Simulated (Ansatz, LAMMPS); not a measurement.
# Site preference of a vacancy of In in In2O3 with crystalline order left by the classical run (100 atoms), part 2 of 2

Aim: make a vacancy of In at several sites of In2O3 with crystalline order left by the classical run (100 atoms), relax each, and compare their energies.

Ansatz 0.2.0; Kohn-Sham DFT, PBE, PAW (set soft_2), plane waves.

The cell: 40 In and 60 O. The quench rate of 20 K/ps is orders of magnitude faster than experiment. The network of bonds at the start is that of the classical potential that made the cell. Only the Γ point is sampled, in a cell whose shortest periodic width is 11 Å.

So far. Step 2 (Single point at the start): The r.m.s. force at the start is 0.22 eV/Å. Step 3 (Relaxation): The relaxation converged after 6 steps, 1.01 eV below its start, with a largest force component of 0.029 eV/Å.

### Step 5. Vacancy of In, site In9

The site has 4 bonded neighbours (O4) at 2.10 Å on average, by cutoffs that count no bonds between two metal atoms or like ions. The change is made in the relaxed cell and the atoms are relaxed again.

Input file input.yaml:

```yaml
crystal:
  lattice:
    - [11.14182, 0.0, 0.0]
    - [0.0, 11.14182, 0.0]
    - [0.0, 0.0, 11.14182]
  atoms:
    [... atom lines 1 to 5 left out ...]
    - { symbol: In, position: [0.79008, 0.22697, 0.97848] }
    - { symbol: In, position: [0.89872, 0.45033, 0.79708] }
    - { symbol: In, position: [0.19911, 0.20611, 0.13724] }
    - { symbol: In, position: [0.56924, 0.48523, 0.86309] }
    - { symbol: In, position: [0.483, 0.2387, 0.13688] }
    - { symbol: In, position: [0.11126, 0.96076, 0.41829] }
    - { symbol: In, position: [0.31967, 0.4699, 0.02745] }
    [... atom lines 13 to 99 left out ...]
kpoints:
  mp_grid: { grid: [1, 1, 1] }
hamiltonian:
  xc: pbe
scf:
  occupations: { method: gaussian, width: 0.025 }
output:
  forces: true
  eigenvalues: true
relax:
  f_tol: 0.05
  max_steps: 90
```

Launch:

```console
$ ansatz run input.yaml --threads 4 --pin off --max-ram 8192MiB --backend cpu --events-out ev --progress --plain --runs-dir out
```

Numbers of over 12 decimals in the logs are rounded to 6 here.

Log:

```text
[...]
Crystal: 99 atoms, lattice volume = 1383.147 Å³
Basis set: ecut = 420 eV, 27081 PW (Γ), exchange–correlation on 150×150×150 points (8 copies of the dense FFT grid, shifted against one another)
Bands: 533, of which v1, the nominal top of the filled ones, is band 434 counted from 1 (433 counted from 0)
Symmetry: 1 space group operations
[...]
k-points: 1
[...]
SCF iter   1: F=—  HF=-252349.746102 eV  |F-HF|=—  |Δ(HF+E_count)|=         —  Δρ=1.86e-2  dr2=6.77e0  ethr=1.77e-3  ⟨swp⟩=6.0  Hψ=1957  notcnv=0  defer=5
[...]
SCF iter  25: F=-252349.233553 eV  HF=-252349.233585 eV  |F-HF|=3.27e-5  |Δ(HF+E_count)|=   6.86e-6  Δρ=4.76e-5  dr2=3.88e-5  ethr=7.21e-9  ⟨swp⟩=10.0  Hψ=2354  notcnv=0
SCF 1 converged in 25 iterations: F = -252349.233553 eV  dr2 = 3.88e-5
[...]
relax step   1: F+E_penalty+E_count = -252349.23355256 eV  Δ(F+E_penalty+E_count) = +0.000e0 eV  max|allowed force component| = 1.074e0 eV/Å  Δτ_max = 0.0000 Å  (25 SCF iters, dr2 threshold 6.25e-5 eV, accepted)
[...]
relax step   2: F+E_penalty+E_count = -252350.05336859 eV  Δ(F+E_penalty+E_count) = -8.198e-1 eV  max|allowed force component| = 7.682e-1 eV/Å  Δτ_max = 0.1948 Å  (18 SCF iters, dr2 threshold 7.21e-5 eV, accepted)
[...]
relax step   3: F+E_penalty+E_count = -252350.38307411 eV  Δ(F+E_penalty+E_count) = -3.297e-1 eV  max|allowed force component| = 3.370e-1 eV/Å  Δτ_max = 0.1966 Å  (21 SCF iters, dr2 threshold 3.69e-5 eV, accepted)
relax step   4: F+E_penalty+E_count = -252350.52821791 eV  Δ(F+E_penalty+E_count) = -1.451e-1 eV  max|allowed force component| = 1.872e-1 eV/Å  Δτ_max = 0.2000 Å  (15 SCF iters, dr2 threshold 2.18e-5 eV, accepted)
relax step   5: F+E_penalty+E_count = -252350.58321712 eV  Δ(F+E_penalty+E_count) = -5.500e-2 eV  max|allowed force component| = 7.619e-2 eV/Å  Δτ_max = 0.2000 Å  (17 SCF iters, dr2 threshold 6.75e-6 eV, accepted)
[...]
relax step   6: F+E_penalty+E_count = -252350.59389431 eV  Δ(F+E_penalty+E_count) = -1.068e-2 eV  max|allowed force component| = 4.937e-2 eV/Å  Δτ_max = 0.1697 Å  (23 SCF iters, accepted)
SCF converged after 23 iterations
Free energy (F): -252350.593894 eV
[...]
Internal energy: -252350.554388 eV  (E = F + TS)
E sigma→0 (E₀):  -252350.574141 eV
Entropy (-TS):   -0.039506 eV (-0.399 meV/atom)
Fermi energy:    7.670930 eV
[...]
--- Forces (eV/Å), atoms counted from 1 ---
  atom   1  In    -0.01595565    -0.00463943     0.00355508
  atom   2  In    -0.01427952    -0.00397546    -0.00168349
  atom   3  In     0.01492961    -0.01249857     0.01175468
  atom   4  In     0.00807246     0.01179942     0.00748414
  atom   5  In     0.00916162    -0.00118345    -0.01517897
  atom   6  In    -0.01462798     0.00201847    -0.00286731
  atom   7  In    -0.00707144     0.01629961    -0.00254566
  atom   8  In     0.00912582     0.00158086     0.00375768
  atom   9  In    -0.01391223     0.02682330     0.00899794
  atom  10  In    -0.01672918    -0.00147596     0.00080648
  atom  11  In     0.00903543     0.00894117    -0.01421638
  atom  12  In     0.03968692     0.03434605    -0.01069678
  atom  13  In    -0.01911131     0.03555109    -0.00685124
  atom  14  In     0.00477128    -0.01944174    -0.00303304
[...]
atom  98  O      0.00044595     0.01139364     0.00935123
  atom  99  O      0.00712797    -0.00372490     0.00084943
  max |Σ_I F_I| component: 6.37e-5 eV/Å
--- Band table (eV) ---
[...]
--- Relaxed structure (6 steps of the walk, 6 accepted, 0 SCFs on fresh bases) ---
  F+E_penalty+E_count = -252350.59389431 eV   max|allowed force component| = 4.937e-2 eV/Å
  atoms:
    - { symbol: In, position: [0.696959, 0.742423, 0.634572] }
    - { symbol: In, position: [0.880543, 0.705864, 0.331348] }
    - { symbol: In, position: [0.145742, 0.695857, 0.191884] }
    - { symbol: In, position: [0.994527, 0.443812, 0.073927] }
[...]
- { symbol: O, position: [0.772015, 0.870373, 0.320610] }
```

Run time: 4.4 min. Hardware: 4 threads of Arm Neoverse V1, shared host; peak memory 2.2 GiB; 17 min of CPU time.

The relaxation converged after 6 steps, 1.36 eV below its start, with a largest force component of 0.049 eV/Å.

The surroundings of the place of the removed atom, after relaxation: 10 atoms, nearest first, with positions taken from that point. Atoms keep their numbers of the cell before the removal, where the removed atom was number 9.

```
atom      x      y      z  distance (Å)  bonds
 O70   0.99   1.48  -1.04          2.06      3
 O41  -1.84   1.12   0.24          2.17      3
 O93  -0.33  -2.38  -0.25          2.42      3
 O47   2.82  -1.17   0.03          3.06      4
 O85   2.03   1.30   1.97          3.11      4
In30   2.71   0.23  -1.61          3.16      6
 O96   0.03  -1.98   2.54          3.22      4
In29   1.60  -2.60   1.07          3.24      6
In27   1.78   2.80   0.53          3.36      6
In13   1.04  -0.08   3.27          3.43      6
```

The column of bonds counts only the pairs O-In within 2.77 Å; other neighbours, such as metal atoms beside each other in a compound, aren't counted, and periodic images can show an atom twice.

The largest move is 0.91 Å, by O85.

### Step 6. Vacancy of In, site In33

The site has 6 bonded neighbours (O6) at 2.27 Å on average. 

Input and log are left out; they have the form of those shown for this kind of step.

Run time: 5 min. Hardware: 4 threads of Arm Neoverse V1, shared host; peak memory 2.2 GiB; 19 min of CPU time.

The relaxation converged after 8 steps, 1.81 eV below its start, with a largest force component of 0.047 eV/Å.

The surroundings of the place of the removed atom, after relaxation: 15 atoms, nearest first, with positions taken from that point. Atoms keep their numbers of the cell before the removal, where the removed atom was number 33.

```
atom      x      y      z  distance (Å)  bonds
 O89  -0.38   2.08   0.86          2.29      3
 O77  -0.26  -1.65  -1.57          2.30      3
 O69   1.98   1.40  -1.00          2.62      3
 O51   0.65  -1.70   1.92          2.64      3
 O95  -2.39  -1.24   0.77          2.80      3
 O44  -0.96   1.80  -2.18          2.98      3
 In6  -0.84  -0.11  -2.95          3.07      5
In24  -1.82   2.68  -0.55          3.28      4
In20   1.79   2.65   0.79          3.29      6
 O46   2.93  -1.73  -0.25          3.41      4
In19  -2.15  -2.49  -0.96          3.43      6
 In5   1.38  -0.17   3.16          3.45      5
In25  -1.30  -2.50   2.08          3.51      6
 O64   2.64   1.16   2.03          3.52      3
In14   1.48  -2.83  -1.57          3.56      6
```

The column of bonds counts only the pairs O-In within 2.77 Å; other neighbours, such as metal atoms beside each other in a compound, aren't counted, and periodic images can show an atom twice.

The largest move is 0.61 Å, by In6.

### Step 7. Vacancy of In, site In4

The site has 6 bonded neighbours (O6) at 2.23 Å on average. 

Input and log are left out; they have the form of those shown for this kind of step.

Elapsed: 3.8 min, on 4 threads of Arm Neoverse V1, shared host; peak memory 2.2 GiB.

The relaxation converged after 6 steps, 1.32 eV below its start, with a largest force component of 0.046 eV/Å.

### Step 8. Vacancy of In, site In25

The site has 6 bonded neighbours (O6) at 2.22 Å on average. 

Input and log are left out; they have the form of those shown for this kind of step.

Elapsed: 14 min, on 4 threads of Arm Neoverse V1, shared host; peak memory 2.2 GiB; 53 min of CPU time.

The relaxation converged after 22 steps, 1.44 eV below its start, with a largest force component of 0.048 eV/Å.

The surroundings of the place of the removed atom, after relaxation: 10 atoms, nearest first, with positions taken from that point. Atoms keep their numbers of the cell before the removal, where the removed atom was number 25.

```
atom      x      y      z  distance (Å)  bonds
 O90  -0.66   1.12   1.75          2.18      3
 O52   0.77  -1.79   1.36          2.37      3
 O95  -0.74   1.64  -1.57          2.39      3
O100  -0.15  -1.68  -1.75          2.43      3
 O51   2.15   1.22  -0.37          2.50      3
 O60  -1.98  -1.83   0.71          2.79      3
In32   0.76  -0.12   2.86          2.96      6
In19  -0.79  -0.03  -2.96          3.06      6
In31  -2.61  -0.09   1.80          3.17      6
In33   1.30   2.35  -1.98          3.34      6
```

The column of bonds counts only the pairs O-In within 2.77 Å; other neighbours, such as metal atoms beside each other in a compound, aren't counted, and periodic images can show an atom twice.

The largest move is 0.88 Å, by O55.

### Step 9. Vacancy of In, site In19

The site has 6 bonded neighbours (O6) at 2.25 Å on average. 

Input and log are left out; they have the form of those shown for this kind of step.

The job ended after 3.7 min (4 threads of Arm Neoverse V1, shared host; peak memory 2.2 GiB).

The relaxation converged after 6 steps, 1.23 eV below its start, with a largest force component of 0.027 eV/Å.

The surroundings of the place of the removed atom, after relaxation: 15 atoms, nearest first, with positions taken from that point. Atoms keep their numbers of the cell before the removal, where the removed atom was number 19.

```
atom      x      y      z  distance (Å)  bonds
O100   0.69  -1.44   1.55          2.22      3
 O54  -0.22  -1.60  -1.63          2.30      3
 O79  -0.87   1.65  -1.45          2.36      3
 O77   2.15   1.22  -0.58          2.54      3
 O95   0.13   1.76   1.85          2.56      3
 O97  -2.36  -1.66   0.42          2.92      3
In26  -1.00  -0.05  -2.84          3.01      6
In25   0.75   0.07   3.01          3.11      6
In33   2.03   2.50   1.07          3.40      6
In36  -1.17  -2.59   1.88          3.41      6
 In6   1.03   2.47  -2.17          3.45      6
 O72   0.96   0.76  -3.31          3.53      3
In14   3.55  -0.39  -0.57          3.62      6
In11  -2.47   2.71  -0.59          3.71      6
In39  -1.95  -2.90  -1.26          3.72      6
```

The column of bonds counts only the pairs O-In within 2.77 Å; other neighbours, such as metal atoms beside each other in a compound, aren't counted, and periodic images can show an atom twice.

The largest move is 0.43 Å, by O77.

### Step 10. Vacancy of In, site In6

The site has 5 bonded neighbours (O5) at 2.20 Å on average. 

input.yaml, the sections that differ from step 5:

```yaml
crystal:
  lattice:
    - [11.14182, 0.0, 0.0]
    - [0.0, 11.14182, 0.0]
    - [0.0, 0.0, 11.14182]
  atoms:
    [... atom lines 1 to 2 left out ...]
    - { symbol: In, position: [0.13953, 0.69786, 0.19121] }
    - { symbol: In, position: [0.99246, 0.44379, 0.07488] }
    - { symbol: In, position: [0.03638, 0.21006, 0.57677] }
    - { symbol: In, position: [0.89872, 0.45033, 0.79708] }
    - { symbol: In, position: [0.19911, 0.20611, 0.13724] }
    - { symbol: In, position: [0.23082, 0.48053, 0.7295] }
    - { symbol: In, position: [0.56924, 0.48523, 0.86309] }
    [... atom lines 10 to 99 left out ...]
# kpoints, hamiltonian, scf, output, relax: as in step 5
```

Log:

```text
[...]
Crystal: 99 atoms, lattice volume = 1383.147 Å³
Basis set: ecut = 420 eV, 27081 PW (Γ), exchange–correlation on 150×150×150 points (8 copies of the dense FFT grid, shifted against one another)
Bands: 533, of which v1, the nominal top of the filled ones, is band 434 counted from 1 (433 counted from 0)
Symmetry: 1 space group operations
[...]
k-points: 1
[...]
SCF iter   1: F=—  HF=-252348.795576 eV  |F-HF|=—  |Δ(HF+E_count)|=         —  Δρ=1.58e-2  dr2=5.39e0  ethr=1.77e-3  ⟨swp⟩=6.0  Hψ=1957  notcnv=0  defer=6
[...]
SCF iter  18: F=—  HF=-252348.343604 eV  |F-HF|=—  |Δ(HF+E_count)|=   7.89e-6  Δρ=8.84e-5  dr2=1.25e-4  ethr=3.53e-8  ⟨swp⟩=2.0  Hψ=443  notcnv=0  defer=91
SCF iter  19: F=-252348.343571 eV  HF=-252348.343602 eV  |F-HF|=3.13e-5  |Δ(HF+E_count)|=   2.34e-6  Δρ=4.76e-5  dr2=3.76e-5  ethr=7.21e-9  ⟨swp⟩=9.0  Hψ=2294  notcnv=0
SCF 1 converged in 19 iterations: F = -252348.343571 eV  dr2 = 3.76e-5
[...]
relax step   1: F+E_penalty+E_count = -252348.34357082 eV  Δ(F+E_penalty+E_count) = +0.000e0 eV  max|allowed force component| = 1.014e0 eV/Å  Δτ_max = 0.0000 Å  (19 SCF iters, dr2 threshold 6.25e-5 eV, accepted)
[...]
relax step   2: F+E_penalty+E_count = -252349.19815982 eV  Δ(F+E_penalty+E_count) = -8.546e-1 eV  max|allowed force component| = 4.982e-1 eV/Å  Δτ_max = 0.1949 Å  (20 SCF iters, dr2 threshold 6.43e-5 eV, accepted)
[...]
relax step   3: F+E_penalty+E_count = -252349.49245759 eV  Δ(F+E_penalty+E_count) = -2.943e-1 eV  max|allowed force component| = 1.447e-1 eV/Å  Δτ_max = 0.2000 Å  (22 SCF iters, dr2 threshold 1.55e-5 eV, accepted)
relax step   4: F+E_penalty+E_count = -252349.52840157 eV  Δ(F+E_penalty+E_count) = -3.594e-2 eV  max|allowed force component| = 1.198e-1 eV/Å  Δτ_max = 0.1178 Å  (28 SCF iters, accepted)
relax step   5: F+E_penalty+E_count = -252349.53107427 eV  Δ(F+E_penalty+E_count) = -2.673e-3 eV  max|allowed force component| = 1.583e-1 eV/Å  Δτ_max = 0.0893 Å  (27 SCF iters, accepted)
relax step   6: F+E_penalty+E_count = -252349.53941420 eV  Δ(F+E_penalty+E_count) = -8.340e-3 eV  max|allowed force component| = 5.434e-2 eV/Å  Δτ_max = 0.0327 Å  (14 SCF iters, dr2 threshold 1.72e-5 eV, accepted)
relax step   7: F+E_penalty+E_count = -252349.53823102 eV  Δ(F+E_penalty+E_count) = +1.183e-3 eV  max|allowed force component| = 6.505e-2 eV/Å  Δτ_max = 0.0323 Å  (21 SCF iters, rejected (line search))
[...]
relax step   8: F+E_penalty+E_count = -252349.54115973 eV  Δ(F+E_penalty+E_count) = -1.746e-3 eV  max|allowed force component| = 2.559e-2 eV/Å  Δτ_max = 0.0161 Å  (23 SCF iters, accepted)
SCF converged after 23 iterations
Free energy (F): -252349.541160 eV
[...]
Internal energy: -252349.504560 eV  (E = F + TS)
E sigma→0 (E₀):  -252349.522860 eV
Entropy (-TS):   -0.036600 eV (-0.370 meV/atom)
Fermi energy:    7.647446 eV
[...]
Σ components = -252349.541160   (vs F -252349.541160, Δ=0.00e0)
--- Forces (eV/Å), atoms counted from 1 ---
  atom   1  In    -0.01057540     0.00098409     0.00320150
  atom   2  In     0.00691827    -0.00198052    -0.00495288
  atom   3  In     0.00089214     0.00072150     0.00822663
  atom   4  In     0.00217415    -0.00149675     0.01150875
[...]
atom  99  O     -0.00247669     0.00173786    -0.00078546
  max |Σ_I F_I| component: 3.70e-5 eV/Å
--- Band table (eV) ---
[...]
--- Relaxed structure (8 steps of the walk, 7 accepted, 0 SCFs on fresh bases) ---
  F+E_penalty+E_count = -252349.54115973 eV   max|allowed force component| = 2.559e-2 eV/Å
  atoms:
    - { symbol: In, position: [0.698272, 0.744505, 0.638456] }
    - { symbol: In, position: [0.880617, 0.705868, 0.331646] }
    - { symbol: In, position: [0.141883, 0.693845, 0.190801] }
    - { symbol: In, position: [0.988993, 0.441165, 0.071839] }
[...]
- { symbol: O, position: [0.771478, 0.869131, 0.324962] }
```

Run time: 6.2 min. Hardware: 4 threads; peak memory 2.2 GiB.

The relaxation converged after 8 steps, 1.20 eV below its start, with a largest force component of 0.026 eV/Å.

### Step 11. The sites compared

All these cells hold the same atoms, so their energies can be compared with no chemical potential.

```
site  neighbours  mean distance (Å)  atoms within 6 Å  energy over the best site (eV)  before relaxation (eV)  gain on relaxing (eV)
 In9          O4               2.10                64                            0.00                    0.00                   1.36
In33          O6               2.27                63                            0.50                    0.95                   1.81
In25          O6               2.22                63                            0.74                    0.82                   1.44
 In4          O6               2.23                62                            0.78                    0.74                   1.32
In19          O6               2.25                62                            0.93                    0.80                   1.23
 In6          O5               2.20                63                            1.05                    0.89                   1.20
```

Neighbours are those of the relaxed host within 2.68 Å (O-In); other pairs aren't counted.

### Step 12. What came out

The cheapest site is In9 (4 neighbours, O4); the dearest, In6 (5 neighbours, O5), costs 1.1 eV more. By coordination the energies over the best site are 0.00 eV with 4 neighbours, 1.05 eV with 5 neighbours and 0.50 to 0.93 eV with 6 neighbours. Relaxation gains 1.2 to 1.8 eV and leaves the best site the same.

Caveats: Defects are neutral and interact with their images. In a disordered cell the relaxation can also rearrange atoms far from the site. Only 6 of the 40 In sites were tried; unless symmetry makes the others alike to these, a cheaper one may exist. The change leaves an odd electron count, and these runs have no spin polarisation. The stress is far from hydrostatic: its diagonal is -1.3, -7.9, 3.8 GPa, compression counted positive. The pressure of -1.8 GPa means that a free cell would contract at this level.

The DFT runs together took 40 min of wall time.

[Logs are printed without paths, hosts, clocks, repeated set-up lines and the standing remarks that a program may print on its own settings, such as how far it seeks lower states.]

[Hosts, paths, dates, database ids (printed as entryN), source tags and the programs' standing remarks are cut or masked in the printed files.]
